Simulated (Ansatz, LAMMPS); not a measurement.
# Settings and their price: Mg2+ triflate in trimethyl phosphate and diglyme at 440 K (131 atoms)

Density of this cell: 1.12 g/cm³. The cell holds 131 atoms: 26 C, 28 O, 64 H, 4 P, 2 S, 6 F and 1 Mg. Its edges and angles: a = 11.943 Å, b = 11.943 Å, c = 11.943 Å, α = 90.0°, β = 90.0°, γ = 90.0°. 4 trimethyl phosphate, 2 diglyme, 1 Mg2+, 2 triflate placed at random, at 1.12 g/cm³; overlaps pushed apart, then 10 ps at 550 K with divalent ions of Li, Roberts, Chakravorty and Merz (J. Chem. Theory Comput. 9, 2733 (2013)); MMFF94 bonds, angles, torsions, charges and radii (Halgren, J. Comput. Chem. 17, 490 (1996)) in harmonic and 12-6 forms; charges of ions scaled by 0.8. Snapshot after 30 ps at 440 K and fixed volume.

Geometry: as built.

Reference run: Kohn-Sham DFT, PBE+D4, PAW (set soft_2), plane waves (Ansatz 0.2.0), cutoff 750 eV, Γ point, fixed occupations.

```
r.m.s. force component                           : 1.11 eV/Å
gap (highest filled to lowest empty level) : 4.364 eV
SCF cycles                                       : 11
time                                             : 13 s on 8 threads of Intel Xeon Platinum 8375C at 2.90GHz (Ice Lake), shared host
```

Q: Estimate how much each variant changes the results, and its time and memory.
- support functions medium
- support functions low
- support functions high
- support functions medium, radius 3.48 Å
- support functions medium, radius 3.76 Å
- support functions medium, radius 4.01 Å
- support functions medium, radius 4.3 Å
- support functions medium, radius 4.84 Å
- support functions medium, radius 5.37 Å

Each row is set against the run with plane waves at 750 eV (Kohn-Sham DFT, PBE+D4, PAW (set soft_2), plane waves; r.m.s. force component 1.11 eV/Å). Energies are set beside the reference only for runs with its functional, potentials and electron count. Times are for 8 threads of Intel Xeon Platinum 8375C at 2.90GHz (Ice Lake), shared host.

```
                                    run  Δ force, r.m.s. (meV/Å)  share of r.m.s. force (%)  Δ energy (meV/atom)  Δ gap (eV)  cycles     time  host memory (GiB)
                              reference                        -                          -                    -           -      11     13 s                4.4
               support functions medium                    0.701                     0.0631               -0.636     -4.0e-4      17     67 s                4.9
                  support functions low                    0.754                     0.0679               -0.635       0.001      15     60 s                4.5
                 support functions high                    0.422                      0.038               -0.700           0      23  5.3 min                 13
support functions medium, radius 3.48 Å                    0.757                     0.0682               -0.636     -1.0e-4      17     65 s                4.8
support functions medium, radius 3.76 Å                    0.589                      0.053               -0.636      5.0e-4      17     72 s                5.2
support functions medium, radius 4.01 Å                    0.464                     0.0418               -0.636      1.0e-4      18     96 s                5.6
 support functions medium, radius 4.3 Å                    0.425                     0.0383               -0.636      2.0e-4      18  1.9 min                6.2
support functions medium, radius 4.84 Å                     0.42                     0.0379               -0.636      4.0e-4      17  2.6 min                7.6
support functions medium, radius 5.37 Å                    0.405                     0.0365               -0.636      6.0e-4      17  3.7 min                9.4
```

Among numerical settings the force difference runs from 0.41 meV/Å (support functions medium, radius 5.37 Å) to 0.76 meV/Å (support functions medium, radius 3.48 Å). At 131 atoms the fastest of the runs at a preset level, support functions low, takes 4.8 times the time of plane waves, in 15 SCF cycles against 11. Differences between support functions and plane waves include what basis error the plane-wave run still has. As the radius goes from 3.48 to 5.37 Å, the force difference goes from 0.76 to 0.41 meV/Å, and the time from 65 s to 3.7 min. 

[Logs are printed without paths, hosts, clocks, repeated set-up lines and the standing remarks that a program may print on its own settings, such as how far it seeks lower states.]

[Hosts, paths, dates, database ids (printed as entryN), source tags and the programs' standing remarks are cut or masked in the printed files.]

[The MMFF94 radii named for the starting cell were scaled by 0.96; in molecules described by MMFF94, hydrogen bound to N, O or S took a small fixed 12-6 site in their place.]
